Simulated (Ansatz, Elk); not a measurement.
# Bonding as seen by X-rays: LaGe2Pb2

The structure of LaGe2Pb2 used here is made up (a known structure type with other elements) and was relaxed beforehand with PBE. The aim is the Fourier transform of its all-electron density, F(hkl), set beside the sum over free spherical atoms that refinements use.

Method: DFT, PBE, all-electron APW+lo, Dirac cores, scalar-relativistic bands, static density, no spin, in Elk 11.2.3 (patched build).

The structure was built from a prototype and need not be the compound's stable phase.

**1. The starting structure**

It takes space group I4/mmm (No. 139, tetragonal). Conventional cell: a = 4.547 Å, b = 4.547 Å, c = 13.869 Å, α = 90.00°, β = 90.00°, γ = 90.00°. Pb has 4 Ge at 3.20 Å and 4 Pb at 3.22 Å nearest. La has 8 Ge at 3.44 Å nearest. Ge has 1 Ge at 2.42 Å and 4 Pb at 3.20 Å and 4 La at 3.44 Å nearest. Farther neighbours are not listed.

**2. Ground state and structure factors**

An all-electron density is needed, since X-rays see the cores too. Task 0 finds the density and task 195 Fourier-transforms it; tshift is off so that phases refer to the origin typed.

elk.in reads:

```
tasks
  0
  195

xctype
  20

spinpol
  .false.

rgkmax
  7.0

gmaxvr
  14.0

lmaxo
  7

lmaxapw
  8

swidth
  0.002

tshift
  .false.

ramdisk
  .false.

hmaxvr
  5.5

maxscl
  120

epspot
  1e-06

sppath
  './'

avec
  -4.29608393856 4.29608393856 13.10402091748
  4.29608393856 -4.29608393856 13.10402091748
  4.29608393856 4.29608393856 -13.10402091748

atoms
  3
  'Pb.in'
  2
  0.7500000000 0.2500000000 0.5000000000   0.000000 0.000000 0.000000
  0.2500000000 0.7500000000 0.5000000000   0.000000 0.000000 0.000000
  'La.in'
  1
  -0.0000000000 -0.0000000000 0.0000000000   0.000000 0.000000 0.000000
  'Ge.in'
  2
  0.4126446018 0.4126446018 -0.0000000000   0.000000 0.000000 0.000000
  0.5873553982 0.5873553982 0.0000000000   0.000000 0.000000 0.000000

ngridk
  7 7 7
```

On the command line:

```console
OMP_NUM_THREADS=4 elk
```

Numbers of over 12 decimals in the logs are rounded to 6 here.

Output:

```text
┌─────────────────────────┐
│ Elk code version 11.2.3 │
└─────────────────────────┘

All units are atomic (Hartree, Bohr, etc.)

┌─────────────────────────────────────────────────┐
│ Ground-state run starting from atomic densities │
└─────────────────────────────────────────────────┘

Lattice vectors :
  -4.296083939       4.296083939       13.10402092
   4.296083939      -4.296083939       13.10402092
   4.296083939       4.296083939      -13.10402092

Reciprocal lattice vectors :
 -0.2199098026E-16  0.7312689180      0.2397426464
  0.7312689180     -0.2199098026E-16  0.2397426464
  0.7312689180      0.7312689180     -0.3509462624E-17

Unit cell volume      :    967.4089153
Brillouin zone volume :   0.2564067888

Muffin-tin inner radius fraction :   0.1000000000E-01

Nuclei treated as point charges

Species : 1 (Pb)
 parameters loaded from : Pb.in
 name : lead
 nuclear charge    :   -82.00000000
 electronic charge :    82.00000000
 atomic mass :    377702.4943
 muffin-tin radius :    2.800000000
 number of radial points in muffin-tin :   1393
 inner part over the whole radius :   0.9993555083E-02
 number on inner part of muffin-tin    :   1001
 approximate nuclear radius :   0.1047603524E-03
 number of mesh points to nuclear radius :    525
 atomic positions (lattice), magnetic fields (Cartesian) :
  1 :  -0.25000000  0.25000000  0.50000000    0.00000000  0.00000000  0.00000000
  2 :   0.25000000 -0.25000000  0.50000000    0.00000000  0.00000000  0.00000000

Species : 2 (La)
 parameters loaded from : La.in
 name : lanthanum
 nuclear charge    :   -57.00000000
 electronic charge :    57.00000000
 atomic mass :    253209.2366
 muffin-tin radius :    2.800000000
 number of radial points in muffin-tin :   1393
 inner part over the whole radius :   0.9924947902E-02
 number on inner part of muffin-tin    :    996
 approximate nuclear radius :   0.9226798129E-04
 number of mesh points to nuclear radius :    505
 atomic positions (lattice), magnetic fields (Cartesian) :
  1 :   0.00000000  0.00000000  0.00000000    0.00000000  0.00000000  0.00000000

Species : 3 (Ge)
 parameters loaded from : Ge.in
 name : germanium
 nuclear charge    :   -32.00000000
 electronic charge :    32.00000000
 atomic mass :    132414.6196
 muffin-tin radius :    2.264413931
 number of radial points in muffin-tin :    993
 inner part over the whole radius :   0.9919126073E-02
 number on inner part of muffin-tin    :    701
 approximate nuclear radius :   0.7637961215E-04
 number of mesh points to nuclear radius :    341
 atomic positions (lattice), magnetic fields (Cartesian) :
  1 :   0.41264460  0.41264460  0.00000000    0.00000000  0.00000000  0.00000000
  2 :  -0.41264460 -0.41264460  0.00000000    0.00000000  0.00000000  0.00000000

Total number of atoms per unit cell :    5
Total muffin-tin volume :    373.1285676
 ratio of muffin-tin to unit cell volume :   0.3856989135

Spin treatment :
 spin-unpolarised

Number of Bravais lattice symmetries :   16
Number of crystal symmetries         :   16
Crystal has inversion symmetry
Real symmetric eigensolver will be used

k-point grid :      7     7     7
k-point offset :    0.000000000       0.000000000       0.000000000
k-point set is reduced with full crystal symmetry group
Total number of k-points :       40

Muffin-tin radius times maximum |G+k| :    7.000000000
 using average radius
Maximum |G+k| for APW functions       :    2.707128626
Maximum (1/2)|G+k|²                   :    3.664272698
Maximum |G| for potential and density :    14.00000000
Constant for pseudocharge density :   10
 order of it for each species :   17  17  17
 order of it for pair densities of each species (exact exchange by exxq0 0: 18) :   11  11   6
Radial integration step length :    1

G-vector grid sizes :     70    70    70
Number of G-vectors :    44723

Maximum angular momentum used for
 APW functions            :    8
 outer part of muffin-tin :    7
 inner part of muffin-tin :    2

Total nuclear charge    :   -285.0000000
[...]
Density of states at Fermi energy :    80.74649956
 (states/Hartree/unit cell)

Estimated indirect band gap :   0.5905696497E-03
 from k-point 34 to k-point 31
Estimated direct band gap   :   0.3334653756E-02
 at k-point 26

Charges :
 core                        :    218.0000000
 valence                     :    67.00000000
 interstitial                :    9.612904987
 muffin-tins (core leakage)
  species : 1 (Pb)
   atom 1                    :    80.15659615     (  0.1243916984E-02)
[...]
species : 2 (La)
[...]
species : 3 (Ge)
[...]
total in muffin-tins        :    275.3870950
 total calculated charge     :    284.9955498
 total charge                :    285.0000000
 error                       :   0.4450206683E-02

RMS change in Kohn-Sham potential (target) :   0.1956030095     (  0.1000000000E-05)
Absolute change in total energy (target)   :   0.6761351210     (  0.1000000000E-03)

[... loops 3 to 16 left out ...]

┌──────────────────┐
│ Loop number : 17 │
└──────────────────┘

Energies :
 Fermi                       :     0.239845
 sum of occupied eigenvalues :     -33549.669391986
 electron kinetic            :      62121.086304746
 core electron kinetic       :      61492.980768545
 Coulomb                     :     -115529.95208203
 Coulomb potential           :     -94174.871246093
 nuclear-nuclear             :     -4222.8928693075
 electron-nuclear            :     -128511.62719151
 Hartree                     :      17204.567978788
 Madelung                    :     -68442.516458980
 xc potential                :     -1495.8844506383
 exchange                    :     -1127.9419951457
 correlation                 :     -16.369406316138
 electron entropic           :    -0.96452220088519E-03
 total energy                :     -54553.178143265

Density of states at Fermi energy :    74.17027246
 (states/Hartree/unit cell)

Estimated indirect band gap :   0.1066955608E-02
 from k-point 40 to k-point 36
Estimated direct band gap   :   0.5538290560E-02
 at k-point 13

Charges :
 core                        :    218.0000000
 valence                     :    67.00000000
 interstitial                :    9.528597187
 muffin-tins (core leakage)
  species : 1 (Pb)
[...]
species : 2 (La)
[...]
species : 3 (Ge)
[...]
total in muffin-tins        :    275.4714028
 total calculated charge     :    284.9956968
 total charge                :    285.0000000
 error                       :   0.4303173548E-02

RMS change in Kohn-Sham potential (target) :   0.6783921275E-07 (  0.1000000000E-05)
Absolute change in total energy (target)   :   0.8171347145E-04 (  0.1000000000E-03)

Convergence targets achieved

┌──────────────────┐
│ Loop number : 18 │
└──────────────────┘

Energies :
 Fermi                       :     0.239845
 sum of occupied eigenvalues :     -33549.669404392
 electron kinetic            :      62121.086289738
 core electron kinetic       :      61492.980757636
 Coulomb                     :     -115529.95207862
 Coulomb potential           :     -94174.871245690
 nuclear-nuclear             :     -4222.8928693075
 electron-nuclear            :     -128511.62718527
 Hartree                     :      17204.567975957
 Madelung                    :     -68442.516455775
 xc potential                :     -1495.8844484392
 exchange                    :     -1127.9419951398
 correlation                 :     -16.369406313247
 electron entropic           :    -0.96452235328220E-03
 total energy                :     -54553.178154858

Density of states at Fermi energy :    74.17028698
 (states/Hartree/unit cell)

Estimated indirect band gap :   0.1066959552E-02
 from k-point 40 to k-point 36
Estimated direct band gap   :   0.5538289461E-02
 at k-point 13

Charges :
 core                        :    218.0000000
 valence                     :    67.00000000
 interstitial                :    9.528596971
 muffin-tins (core leakage)
  species : 1 (Pb)
[...]
species : 2 (La)
   atom 1                    :    54.40722937     (  0.2149884728E-03)
  species : 3 (Ge)
   atom 1                    :    30.14360743     (  0.7182966156E-03)
   atom 2                    :    30.14360743     (  0.7182966156E-03)
 total in muffin-tins        :    275.4714030
 total calculated charge     :    284.9956968
 total charge                :    285.0000000
 error                       :   0.4303173565E-02

┌──────────────────────────────┐
│ Self-consistent loop stopped │
└──────────────────────────────┘

Warning : core states of species 1 leak from the muffin-tin :   0.1190140165E-02

Warning : core states of species 2 leak from the muffin-tin :   0.2149884728E-03

Warning : core states of species 3 leak from the muffin-tin :   0.7182966156E-03

Wrote STATE.OUT
```

The job ended after 65 s (4 threads of Arm Neoverse V2, shared host; peak memory 0.31 GiB).

SFACRHO.OUT:

```text

h k l indices transformed by vhmat matrix:
   1.000000000       0.000000000       0.000000000    
   0.000000000       1.000000000       0.000000000    
   0.000000000       0.000000000       1.000000000    

      h      k      l  multipl.   |H|            Re(F)            Im(F)           |F|

      0      0      0      1   0.0000000       285.00000     -0.12667041E-16   285.00000    
      1      1     -1      2  0.47948529      -76.811323     -0.20138243E-13   76.811323    
     -1      0      1      8  0.76956531       1.3665873      -0.0000000       1.3665873    
     -2     -2      2      2  0.95897059       164.58015     -0.36920113E-13   164.58015    
      1      2     -2      8   1.0256915       52.418188      -0.0000000       52.418188    
      0      0     -1      4   1.0341704      -43.486865     -0.17875475E-13   43.486865    
      2      0     -1      8   1.1399187       215.00555      0.16781870E-13   215.00555    
     -3     -2      2      8   1.4041608       90.826537      -0.0000000       90.826537    
      2      2     -3      8   1.4103663      -121.77305     -0.50345609E-13   121.77305    
      3      3     -3      2   1.4384559      -141.33054     -0.49926062E-13   141.33054    
     -1      1      1      4   1.4625378       229.00836     -0.15852343E-13   229.00836    
      0      2      0      8   1.5391306      -68.483064      -0.0000000       68.483064    
     -1      0      2     16   1.6526487       1.7601380      -0.0000000       1.7601380    
      1      3     -1      8   1.7488972       143.10031     -0.10069122E-12   143.10031    
     -4     -2      3      8   1.7716274       123.88681     -0.10404759E-12   123.88681    
      0      3     -2     16   1.7863538       44.512122      -0.0000000       44.512122    
      3      4     -3      8   1.8306022       75.490867      -0.0000000       75.490867    
      4      4     -4      2   1.9179412       150.87971      0.60414730E-13   150.87971
```

Elk indexes on the primitive cell of elk.in and gives |H| = 4π sin θ/λ in inverse bohr. Below, one row stands for each form hkl of the conventional cell (m members, Friedel mates merged), F is for one primitive cell and the density is static (no thermal factor). Free-atom factors are Waasmaier and Kirfel's, and R is Σm||F|−|F'||/Σm|F|.

| hkl | m | sin θ/λ (Å⁻¹) | abs F, DFT | neutral atoms | diff. |
| --- | --- | --- | --- | --- | --- |
| 002 | 2 | 0.072 | 76.811 | 77.239 | -0.428 |
| 101 | 8 | 0.116 | 1.367 | 1.549 | -0.183 |
| 004 | 2 | 0.144 | 164.580 | 164.716 | -0.136 |
| 103 | 8 | 0.154 | 52.418 | 52.380 | +0.038 |
| 110 | 4 | 0.155 | 43.487 | 43.685 | -0.198 |
| 112 | 8 | 0.171 | 215.006 | 215.130 | -0.124 |
| 105 | 8 | 0.211 | 90.826 | 90.888 | -0.062 |
| 114 | 8 | 0.212 | 121.773 | 122.046 | -0.273 |
| 006 | 2 | 0.216 | 141.331 | 141.617 | -0.286 |
| 200 | 4 | 0.220 | 229.008 | 229.452 | -0.444 |
| 202 | 8 | 0.232 | 68.483 | 68.509 | -0.026 |
| 211 | 16 | 0.248 | 1.760 | 1.453 | +0.307 |
| 204 | 8 | 0.263 | 143.100 | 142.973 | +0.127 |
| 116 | 8 | 0.266 | 123.887 | 123.603 | +0.284 |
| 213 | 16 | 0.269 | 44.512 | 44.464 | +0.048 |
| 107 | 8 | 0.275 | 75.491 | 75.673 | -0.182 |
| 008 | 2 | 0.288 | 150.880 | 150.732 | +0.148 |
| 215 | 16 | 0.305 | 79.347 | 79.486 | -0.139 |

**3. The highest occupied states alone**

An energy window below the Fermi level keeps the highest occupied states, to see at which angles they scatter; shallow core shells can lie inside it and anion s states outside. No new self-consistency is needed.

Changes to elk.in since step 2:

```diff
@@ -1,3 +1,2 @@
 tasks
-  0
   195
@@ -40,2 +39,5 @@
 
+wsfac
+  -0.127650 0.539840
+
 sppath
```

On the command line:

```console
OMP_NUM_THREADS=4 elk
```

Output:

```text
┌─────────────────────────────────┐
│ Elk code version 11.2.3 started │
└─────────────────────────────────┘

Info(readinput): the functional depends on the density's gradient
 muffin-tin radial points multiplied by    2.00000
 (not where nrmtscf is given)

┌────────────────────┐
│ Current task : 195 │
└────────────────────┘
Info(checkmt): changed muffin-tin radius of species 3 (Ge) from   2.4000 to   2.2644

Info(sfacrho): density structure factors written to SFACRHO.OUT

 Energy window :  -0.1276500000      0.5398400000

┌──────────────────┐
│ Elk code stopped │
└──────────────────┘
```

Wall time 21 s (4 threads); peak memory 0.19 GiB.

States within 10 eV below the Fermi level hold 17.75 electrons; any levels below the window count with the cores, and a count that is not whole means the window cuts a band. Their amplitudes can exceed the total, where window and core parts have opposite phase:

| hkl | sin θ/λ (Å⁻¹) | abs F, window | abs F, all |
| --- | --- | --- | --- |
| 002 | 0.072 | 0.571 | 76.811 |
| 101 | 0.116 | 2.875 | 1.367 |
| 004 | 0.144 | 0.460 | 164.580 |
| 103 | 0.154 | 0.322 | 52.418 |
| 110 | 0.155 | 0.875 | 43.487 |
| 112 | 0.171 | 1.835 | 215.006 |
| 105 | 0.211 | 0.719 | 90.826 |
| 114 | 0.212 | 0.486 | 121.773 |
| 006 | 0.216 | 0.658 | 141.331 |
| 200 | 0.220 | 0.464 | 229.008 |

**4. Another functional**

The difference from free atoms is small, so it is set against the change that LDA (Perdew-Wang) makes.

Changes to elk.in since step 3:

```diff
@@ -1,2 +1,3 @@
 tasks
+  0
   195
@@ -4,3 +5,3 @@
 xctype
-  20
+  3
 
@@ -39,5 +40,2 @@
 
-wsfac
-  -0.127650 0.539840
-
 sppath
```

On the command line:

```console
OMP_NUM_THREADS=4 elk
```

Output:

```text
┌─────────────────────────┐
│ Elk code version 11.2.3 │
└─────────────────────────┘

All units are atomic (Hartree, Bohr, etc.)

┌─────────────────────────────────────────────────┐
│ Ground-state run starting from atomic densities │
└─────────────────────────────────────────────────┘

Lattice vectors :
  -4.296083939       4.296083939       13.10402092
   4.296083939      -4.296083939       13.10402092
   4.296083939       4.296083939      -13.10402092

Reciprocal lattice vectors :
 -0.2199098026E-16  0.7312689180      0.2397426464
[...]
atom 2                    :    30.16290010     (  0.7348062675E-03)
 total in muffin-tins        :    275.5488524
 total calculated charge     :    284.9956365
 total charge                :    285.0000000
 error                       :   0.4363482974E-02

┌──────────────────────────────┐
│ Self-consistent loop stopped │
└──────────────────────────────┘

Warning : core states of species 1 leak from the muffin-tin :   0.1199086076E-02

Warning : core states of species 2 leak from the muffin-tin :   0.2151955440E-03

Warning : core states of species 3 leak from the muffin-tin :   0.7348062675E-03

Wrote STATE.OUT
[key lines of the parts left out:]
total energy                :     -54518.447911738
```

Run time: 38 s. Hardware: 4 threads; peak memory 0.23 GiB; 1.8 min of CPU time.

Against the first run R = 0.02 %; the largest change is -0.046 at 206.

**5. Basis size**

A smaller basis shows how fast F responds to it; the change is likely larger than the basis error of the first run, but doesn't show convergence.

Changes to elk.in since step 4:

```diff
@@ -5,3 +5,3 @@
 xctype
-  3
+  20
 
@@ -11,3 +11,3 @@
 rgkmax
-  7.0
+  5.5
```

On the command line:

```console
OMP_NUM_THREADS=4 elk
```

Output:

```text
┌─────────────────────────┐
│ Elk code version 11.2.3 │
└─────────────────────────┘

All units are atomic (Hartree, Bohr, etc.)

┌─────────────────────────────────────────────────┐
│ Ground-state run starting from atomic densities │
└─────────────────────────────────────────────────┘

Lattice vectors :
  -4.296083939       4.296083939       13.10402092
   4.296083939      -4.296083939       13.10402092
   4.296083939       4.296083939      -13.10402092

Reciprocal lattice vectors :
 -0.2199098026E-16  0.7312689180      0.2397426464
[...]
atom 2                    :    30.10763526     (  0.7298866688E-03)
 total in muffin-tins        :    275.3113385
 total calculated charge     :    284.9958353
 total charge                :    285.0000000
 error                       :   0.4164656992E-02

┌──────────────────────────────┐
│ Self-consistent loop stopped │
└──────────────────────────────┘

Warning : core states of species 1 leak from the muffin-tin :   0.1195882012E-02

Warning : core states of species 2 leak from the muffin-tin :   0.2144651285E-03

Warning : core states of species 3 leak from the muffin-tin :   0.7298866688E-03

Wrote STATE.OUT
[key lines of the parts left out:]
total energy                :     -54552.988525058
```

It took 55 s on 4 threads; peak memory 0.3 GiB.

Against the first run R = 0.02 %; the largest change is +0.087 at 220.

**6. Settings against the effect**

```csv
run,R against the first run (%),"R against neutral atoms, low angle (%)",wall time
"PBE, rgkmax 7",0.00,0.21,65 s
LDA (Perdew-Wang),0.02,0.20,38 s
rgkmax 5.5,0.02,0.20,55 s
```

**7. Results**

```yaml
r_against_neutral_atoms_sin_theta_lambda_0p3_a_minus1: 0.21 %
r_against_neutral_atoms_0p3_to_0p69_a_minus1: 0.08 %
```

**Reading.** Independent neutral atoms miss the calculated amplitudes by R = 0.21 % below 0.3 Å⁻¹ and 0.08 % from there to 0.69 Å⁻¹; by shells, 0.52 % below 0.15 Å⁻¹ (3 forms), 0.19 % 0.15 to 0.3 (14 forms), 0.10 % 0.3 to 0.45 (30 forms), 0.07 % above 0.45 (102 forms). Bonding, aspherical density and the tables' own atoms all enter these figures, and the runs don't part them. The largest change of an amplitude is -0.44 electrons, at 200. Weak lines can change much in proportion: 211 goes from 1.45 to 1.76. The window's part falls from 17.7 electrons at the origin to at most 0.27 between 0.45 and 0.69 Å⁻¹. Below 0.3 Å⁻¹ the changes that finished (LDA (Perdew-Wang) and rgkmax 5.5) move F by R = 0.02 % at most, against the 0.21 % that separates it from free atoms. The k-mesh has no finished test. Spin-orbit coupling is left out, which can matter for elements this heavy. Part of the difference isn't bonding: the tables are fits to free atoms and ions calculated by other methods than this functional. Thermal motion, anomalous dispersion and extinction are left out.

[Logs are printed without paths, hosts, clocks, repeated set-up lines and the standing remarks that a program may print on its own settings, such as how far it seeks lower states.]

[Hosts, paths, dates, database ids (printed as entryN), source tags and the programs' standing remarks are cut or masked in the printed files.]
